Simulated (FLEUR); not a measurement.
# GdN: parallel and opposed starts, part 2 of 3

Wanted: the moments of GdN and the energy of each order that was tried.

FLEUR MaX-R8.1; LDA (VWN) with U = 6.7 eV, J = 0.7 eV on Gd f; all-electron FLAPW, Dirac cores, scalar-relativistic bands.

So far, largest spin moment in the muffin-tin sphere (μB): step 2 (order 1, typed as ferro +) 7.04.

The database entry behind the starting cell differs from later determinations by our own check (about 0.3 % long), so it need not match the best structure at ambient conditions.

## 3. Start 2: antiferro q=(0,1/2,1/2) +-

Another pattern of signs weighs the neighbour shells otherwise.

The cell is doubled to 4 atoms to hold this order. The mesh is halved along the doubled vector, so that both cells sample the same points. The k list default-1 (kpts.xml, not shown) is a Γ-centred 8×4×8 mesh.

inp.xml reads:

```
<?xml version="1.0" encoding="UTF-8" standalone="no"?>
<fleurInput fleurInputVersion="0.39">
   <comment>
      GdN
   </comment>
   <calculationSetup>
      <cutoffs Kmax="3.61" Gmax="10.8" GmaxXC="10.8" numbands="0"/>
      <scfLoop itmax="130" minDistance="0.0001" maxIterBroyd="15" imix="Anderson" alpha="0.05" precondParam="0.0" spinf="2.0" sdNocoIR="T"/>
      <coreElectrons ctail="T" frcor="F" kcrel="0" coretail_lmax="0"/>
      <xcFunctional name="vwn" relativisticCorrections="F"/>
      <magnetism jspins="2"/>
      <soc l_soc="F" theta="0.0" phi="0.0" spav="F"/>
      <expertModes spex="0" secvar="F"/>
      <geometryOptimization l_f="F" forcealpha="1.0" forcemix="BFGS" epsdisp="0.00001" epsforce="0.00001"/>
      <ldaU l_linMix="F" mixParam="0.05" spinf="1.0"/>
   </calculationSetup>
   <cell>
      <bzIntegration valenceElectrons="46.0" mode="hist" fermiSmearingEnergy="0.00110248">
         <kPointListSelection listName="default-1"/>
         <xi:include xmlns:xi="http://www.w3.org/2001/XInclude" href="kpts.xml"> </xi:include>
      </bzIntegration>
      <xi:include xmlns:xi="http://www.w3.org/2001/XInclude" href="sym.xml"> </xi:include>
      <bulkLattice scale="1.0">
         <bravaisMatrix>
            <row-1>    0.0000000000000000     4.7233704484376995     4.7233704484376995</row-1>
            <row-2>    9.4467408968753990     0.0000000000000000     9.4467408968753990</row-2>
            <row-3>    9.4467408968753990     4.7233704484376995     4.7233704484376995</row-3>
         </bravaisMatrix>
      </bulkLattice>
   </cell>
   <atomSpecies>
      <species name="Gadolinium7.000" element="Gd" atomicNumber="64">
         <mtSphere radius="2.8" gridPoints="925" logIncrement="0.014"/>
         <atomicCutoffs lmax="10" lnonsphr="8"/>
         <electronConfig flipSpins="F">
            <coreConfig>(1s1/2) (2s1/2) (2p1/2) (2p3/2) (3s1/2) (3p1/2) (3p3/2) (4s1/2) (3d3/2) (3d5/2) (4p1/2) (4p3/2) (4d3/2) (4d5/2)</coreConfig>
            <valenceConfig>(5s1/2) (5p1/2) (5p3/2) (6s1/2) (4f5/2) (4f7/2) (5d3/2) (5d5/2)</valenceConfig>
            <stateOccupation state="(4f5/2)" spinUp="2.5" spinDown="0.5"/>
            <stateOccupation state="(4f7/2)" spinUp="4.0" spinDown="0.0"/>
            <stateOccupation state="(5d3/2)" spinUp="0.4" spinDown="0.0"/>
            <stateOccupation state="(5d5/2)" spinUp="0.6" spinDown="0.0"/>
         </electronConfig>
         <energyParameters s="6" p="6" d="5" f="4"/>
         <ldaU l="3" U="6.7" J="0.7" l_amf="F"/>
         <lo type="SCLO" l="0" n="5" eDeriv="0"/>
         <lo type="SCLO" l="1" n="5" eDeriv="0"/>
      </species>
      <species name="Gadolinium-7.000" element="Gd" atomicNumber="64">
         <mtSphere radius="2.8" gridPoints="925" logIncrement="0.014"/>
         <atomicCutoffs lmax="10" lnonsphr="8"/>
         <electronConfig flipSpins="F">
            <coreConfig>(1s1/2) (2s1/2) (2p1/2) (2p3/2) (3s1/2) (3p1/2) (3p3/2) (4s1/2) (3d3/2) (3d5/2) (4p1/2) (4p3/2) (4d3/2) (4d5/2)</coreConfig>
            <valenceConfig>(5s1/2) (5p1/2) (5p3/2) (6s1/2) (4f5/2) (4f7/2) (5d3/2) (5d5/2)</valenceConfig>
            <stateOccupation state="(4f5/2)" spinUp="0.5" spinDown="2.5"/>
            <stateOccupation state="(4f7/2)" spinUp="0.0" spinDown="4.0"/>
            <stateOccupation state="(5d3/2)" spinUp="0.0" spinDown="0.4"/>
            <stateOccupation state="(5d5/2)" spinUp="0.0" spinDown="0.6"/>
         </electronConfig>
         <energyParameters s="6" p="6" d="5" f="4"/>
         <ldaU l="3" U="6.7" J="0.7" l_amf="F"/>
         <lo type="SCLO" l="0" n="5" eDeriv="0"/>
         <lo type="SCLO" l="1" n="5" eDeriv="0"/>
      </species>
      <species name="Nitrogen (N)" element="N" atomicNumber="7">
         <mtSphere radius="1.66" gridPoints="549" logIncrement="0.019"/>
         <atomicCutoffs lmax="6" lnonsphr="4"/>
         <electronConfig flipSpins="F">
            <coreConfig>(1s1/2)</coreConfig>
            <valenceConfig>(2s1/2) (2p1/2) (2p3/2)</valenceConfig>
            <stateOccupation state="(2p1/2)" spinUp="0.500000" spinDown="0.500000"/>
            <stateOccupation state="(2p3/2)" spinUp="1.000000" spinDown="1.000000"/>
         </electronConfig>
         <energyParameters s="2" p="2" d="3" f="4"/>
      </species>
   </atomSpecies>
   <atomGroups>
      <atomGroup species="Gadolinium7.000">
         <relPos label="                   1">.0000000000 .0000000000 .0000000000</relPos>
         <force calculate="T" relaxXYZ="TTT"/>
      </atomGroup>
      <atomGroup species="Gadolinium-7.000">
         <relPos label="                   2">.0000000000 1.000/2.000 .0000000000</relPos>
         <force calculate="T" relaxXYZ="TTT"/>
      </atomGroup>
      <atomGroup species="Nitrogen (N)">
         <relPos label="                   3">1.000/2.000 .0000000000 1.000/2.000</relPos>
         <force calculate="T" relaxXYZ="TTT"/>
      </atomGroup>
      <atomGroup species="Nitrogen (N)">
         <relPos label="                   4">1.000/2.000 1.000/2.000 1.000/2.000</relPos>
         <force calculate="T" relaxXYZ="TTT"/>
      </atomGroup>
   </atomGroups>
   <output dos="F" band="F" slice="F">
      <bandDOS minEnergy="-.5*Htr" maxEnergy="0.5*Htr" sigma="0.015" storeEVData="T"/>
      <plotting iplot="0" polar="F">
         <plot TwoD="T" vec1="  1.0  0.0  0.0" vec2="  0.0  1.0  0.0" vec3="  0.0  0.0  1.0" zero="  0.0  0.0  0.0" file="plot"/>
      </plotting>
      <moessbauerParams electricFieldGradient="F" isomerShift="F" coreHyperfine="F" valenceHyperfine="F"/>
   </output>
</fleurInput>
```

crystal.txt reads:

```
GdN
&input film=F cartesian=F /
0.00000000000  2.49950000000  2.49950000000
4.99900000000  0.00000000000  4.99900000000
4.99900000000  2.49950000000  2.49950000000
1.8897261246
1.0 1.0 1.0

4
64 0.00000000000  0.00000000000  0.00000000000 : 7.000
64 0.00000000000  0.50000000000  0.00000000000 : -7.000
7 0.50000000000  0.00000000000  0.50000000000
7 0.50000000000  0.50000000000  0.50000000000

&kpt div1=8 div2=4 div3=8 gamma=T /
```

Command:

```
$ OMP_NUM_THREADS=1 inpgen -f crystal.txt > inpgen.log  # inp.xml is then edited as shown
$ OMP_NUM_THREADS=1 mpirun -n 4 fleur_MPI > fleur.log
```

Output:

```text
[banner, memory and clock lines left out]
Welcome to FLEUR        (www.flapw.de)
      MaX-Release 8.1          (www.max-centre.eu)

 ========== k-point set info ==========
 Selected k-point list: default-1
 k-point list type: mesh
 0 x 0 x 0
 Number of k points: 80

 ------------Calculation Setup---------------------------
 Number of PE/node        :            4
 Number of OMP-threads    :            1
 k-points in parallel     :            4
 pe's per k-point         :            1
 No of k-point loops      :           20
 Eigenvalue solver        :       lapack
 Number of basis functions:          376
 Approximate size of matrices (H+S) per k-point:         0.002 GB
 Iteration:     1   Distance:      27.25814974 me/bohr^3
 Iteration:     2   Distance:      26.23826709 me/bohr^3
 Iteration:     3   Distance:      19.79236747 me/bohr^3
 Iteration:     4   Distance:      14.00832007 me/bohr^3
 Iteration:     5   Distance:       2.54236922 me/bohr^3
 Iteration:     6   Distance:       1.10140353 me/bohr^3
 Iteration:     7   Distance:       0.89061903 me/bohr^3
 Iteration:     8   Distance:       0.23707876 me/bohr^3
 Iteration:     9   Distance:       0.05607459 me/bohr^3
 Iteration:    10   Distance:       0.01831755 me/bohr^3
 Iteration:    11   Distance:       0.00859492 me/bohr^3
 Iteration:    12   Distance:       0.00258098 me/bohr^3
 Iteration:    13   Distance:       0.00224468 me/bohr^3
 Iteration:    14   Distance:       0.00024283 me/bohr^3
 Iteration:    15   Distance:       0.00047526 me/bohr^3
 Iteration:    16   Distance:       0.00036466 me/bohr^3
 Iteration:    17   Distance:       0.00007236 me/bohr^3

 ********************************************************************
 Run finished successfully
 Stop message:
   all done
 ********************************************************************

--- out.xml (last complete iteration) ---
<iteration numberForCurrentRun="   17" overallNumber="   17">
         [... left out ...]
         <bandgap value="0.0170712103" units="eV"/>
         <sumValenceSingleParticleEnergies value="-5.3925820258" units="Htr"/>
         <FermiEnergy value="0.3300658586" units="Htr"/>
         <valenceDensity>
            <mtCharges spin="1">
               <mtCharge atomType="1" total="11.6197814" s="1.0892991" p="3.0367743" d="0.4831826" f="6.9977318"/>
               <mtCharge atomType="2" total="4.5912687" s="1.0813104" p="3.0138175" d="0.4088385" f="0.0744598"/>
               <mtCharge atomType="3" total="2.0259186" s="0.6848776" p="1.3376543" d="0.0028448" f="0.0004485"/>
               <mtCharge atomType="4" total="1.9905741" s="0.6817640" p="1.3050808" d="0.0031341" f="0.0004914"/>
            </mtCharges>
            <mtCharges spin="2">
               <mtCharge atomType="1" total="4.5912687" s="1.0813104" p="3.0138175" d="0.4088385" f="0.0744598"/>
               <mtCharge atomType="2" total="11.6197814" s="1.0892991" p="3.0367743" d="0.4831826" f="6.9977318"/>
               <mtCharge atomType="3" total="1.9905741" s="0.6817640" p="1.3050808" d="0.0031341" f="0.0004914"/>
               <mtCharge atomType="4" total="2.0259186" s="0.6848776" p="1.3376543" d="0.0028448" f="0.0004485"/>
            </mtCharges>
            <spinDependentCharge spin="1" total="23.0000000" interstitial="2.7724572" mtSpheres="20.2275428"/>
            <spinDependentCharge spin="2" total="23.0000000" interstitial="2.7724572" mtSpheres="20.2275428"/>
            <totalCharge value="46.0000000000"/>
         </valenceDensity>
         [... left out ...]
         <magneticMomentsInMTSpheres units="muBohr">
            <globalMagMoment atomType="1" vec="0.00000   0.00000   7.02851"/>
            <localMagMoment atomType="1" vec="0.00000   0.00000   7.02851"/>
            <globalMagMoment atomType="2" vec="0.00000   0.00000  -7.02851"/>
            <localMagMoment atomType="2" vec="0.00000   0.00000  -7.02851"/>
            <globalMagMoment atomType="3" vec="0.00000   0.00000   0.03534"/>
            <localMagMoment atomType="3" vec="0.00000   0.00000   0.03534"/>
            <globalMagMoment atomType="4" vec="0.00000   0.00000  -0.03534"/>
            <localMagMoment atomType="4" vec="0.00000   0.00000  -0.03534"/>
         </magneticMomentsInMTSpheres>
         [... left out ...]
         <totalEnergy value="   -22655.0553441031" units="Htr">
            <sumOfEigenvalues value="   -13920.1790976345">
               <coreElectrons value="-13914.7865156088"/>
               <valenceElectrons value="-5.3925820258"/>
            </sumOfEigenvalues>
            <densityCoulombPotentialIntegral value="-37946.7975397471"/>
            <densityEffectivePotentialIntegral value="-38608.3614326528"/>
            <chargeDenXCDenIntegral value="-498.6573376781"/>
            <FockExchangeEnergyValence value="0.0000000000"/>
            <FockExchangeEnergyCore value="0.0000000000"/>
         [... left out ...]
            <dftUCorrection value="-1.5427247022"/>
            <tkbTimesEntropy value="0.0000353039"/>
            <freeEnergy value="-22655.0553794069"/>
            <extrapolationTo0K value="-22655.0553617550"/>
         </totalEnergy>
         [... left out ...]
         <ldaUDensityMatrixConvergence>
            <distance spin="1" distance="0.000000"/>
            <distance spin="2" distance="0.000000"/>
         </ldaUDensityMatrixConvergence>
         <densityConvergence units="me/bohr^3">
            <chargeDensity spin="1" distance="0.0000464468"/>
            <chargeDensity spin="2" distance="0.0000464410"/>
            <overallChargeDensity distance="0.0000723624"/>
            <spinDensity distance="0.0000582395"/>
         </densityConvergence>
      </iteration>
```

Wall time 29 s (4 MPI ranks of AMD EPYC 9R45, shared host); peak memory 0.43 GiB.

Spin moment in the muffin-tin sphere by atom:

```csv
atom,spin moment in the muffin-tin sphere (μB)
Gd1,7.03
Gd2,-7.03
N3,0.04
N4,-0.04
```

Numbers from this step:

```
free energy                                                       : -616475.4624 eV
program's band gap on this mesh (in a metal only a level spacing) : 0.01707 eV
magnetization                                                     : 0 μB
final state                                                       : antiferromagnetic
```

It lies 7.22 meV a seeded atom over the first start, and its largest moment is 7.03 μB against 7.04 μB.

## 4. Run 3 (antiferro q=(0,0,1/2) +-)

Another pattern of signs weighs the neighbour shells otherwise.

This order needs a doubled cell of 4 atoms. The mesh is halved along the doubled vector, so that both cells sample the same points. The k list default-1 (kpts.xml, not shown) is a Γ-centred 8×8×4 mesh.

inp.xml, as its differences from that of step 3:

```diff
@@ -25,4 +25,4 @@
             <row-1>    0.0000000000000000     4.7233704484376995     4.7233704484376995</row-1>
-            <row-2>    9.4467408968753990     0.0000000000000000     9.4467408968753990</row-2>
-            <row-3>    9.4467408968753990     4.7233704484376995     4.7233704484376995</row-3>
+            <row-2>    4.7233704484376995     0.0000000000000000     4.7233704484376995</row-2>
+            <row-3>    9.4467408968753990     9.4467408968753990     0.0000000000000000</row-3>
          </bravaisMatrix>
@@ -81,3 +81,3 @@
       <atomGroup species="Gadolinium-7.000">
-         <relPos label="                   2">.0000000000 1.000/2.000 .0000000000</relPos>
+         <relPos label="                   2">.0000000000 .0000000000 1.000/2.000</relPos>
          <force calculate="T" relaxXYZ="TTT"/>
@@ -85,7 +85,4 @@
       <atomGroup species="Nitrogen (N)">
-         <relPos label="                   3">1.000/2.000 .0000000000 1.000/2.000</relPos>
-         <force calculate="T" relaxXYZ="TTT"/>
-      </atomGroup>
-      <atomGroup species="Nitrogen (N)">
-         <relPos label="                   4">1.000/2.000 1.000/2.000 1.000/2.000</relPos>
+         <relPos label="                   3">1.000/2.000 1.000/2.000 1.000/4.000</relPos>
+         <relPos label="                   4">1.000/2.000 1.000/2.000 -1.000/4.000</relPos>
          <force calculate="T" relaxXYZ="TTT"/>
```

crystal.txt reads:

```
GdN
&input film=F cartesian=F /
0.00000000000  2.49950000000  2.49950000000
2.49950000000  0.00000000000  2.49950000000
4.99900000000  4.99900000000  0.00000000000
1.8897261246
1.0 1.0 1.0

4
64 0.00000000000  0.00000000000  0.00000000000 : 7.000
64 0.00000000000  0.00000000000  0.50000000000 : -7.000
7 0.50000000000  0.50000000000  0.25000000000
7 0.50000000000  0.50000000000  0.75000000000

&kpt div1=8 div2=8 div3=4 gamma=T /
```

Output:

```text
[banner, memory and clock lines left out]
Welcome to FLEUR        (www.flapw.de)
      MaX-Release 8.1          (www.max-centre.eu)

 ========== k-point set info ==========
 Selected k-point list: default-1
 k-point list type: mesh
 0 x 0 x 0
 Number of k points: 80

 [... set-up left out ...]
 Iteration:     1   Distance:      27.28320079 me/bohr^3
 Iteration:     2   Distance:      26.26682767 me/bohr^3
 Iteration:     3   Distance:      19.83976128 me/bohr^3
 Iteration:     4   Distance:      13.90585656 me/bohr^3
 Iteration:     5   Distance:       2.53686613 me/bohr^3
[...]
[... left out ...]
            <freeEnergy value="-22655.0556317125"/>
            <extrapolationTo0K value="-22655.0556136058"/>
         </totalEnergy>
         [... left out ...]
         <ldaUDensityMatrixConvergence>
            <distance spin="1" distance="0.000001"/>
            <distance spin="2" distance="0.000001"/>
         </ldaUDensityMatrixConvergence>
         <densityConvergence units="me/bohr^3">
            <chargeDensity spin="1" distance="0.0000504103"/>
            <chargeDensity spin="2" distance="0.0000504105"/>
            <overallChargeDensity distance="0.0000749532"/>
            <spinDensity distance="0.0000674303"/>
         </densityConvergence>
      </iteration>
```

It took 26 s on 4 MPI ranks; peak memory 0.4 GiB.

Spin moment in the muffin-tin sphere by atom:

```csv
atom,spin moment in the muffin-tin sphere (μB)
Gd1,7.04
Gd2,-7.04
N3,0.00
N4,0.00
```

This step gave:

```
free energy                                                       : -616475.4692 eV
program's band gap on this mesh (in a metal only a level spacing) : 0.009449 eV
magnetization                                                     : 0 μB
final state                                                       : antiferromagnetic
```

It lies 3.79 meV a seeded atom over the first start, and its largest moment is 7.04 μB against 7.04 μB.

(Part 2 of 3 ends here.)

[Logs and program files are shortened in this print: banners, set-up blocks, solver, clock and traceback lines can be left out without a mark of their own.]

[Logs are printed without paths, hosts, clocks, repeated set-up lines and the standing remarks that a program may print on its own settings, such as how far it seeks lower states.]

[Hosts, paths, dates, database ids (printed as entryN), source tags and the programs' standing remarks are cut or masked in the printed files.]

[Where a cell is said to come from a database of computed structures, the database is the Materials Project.]
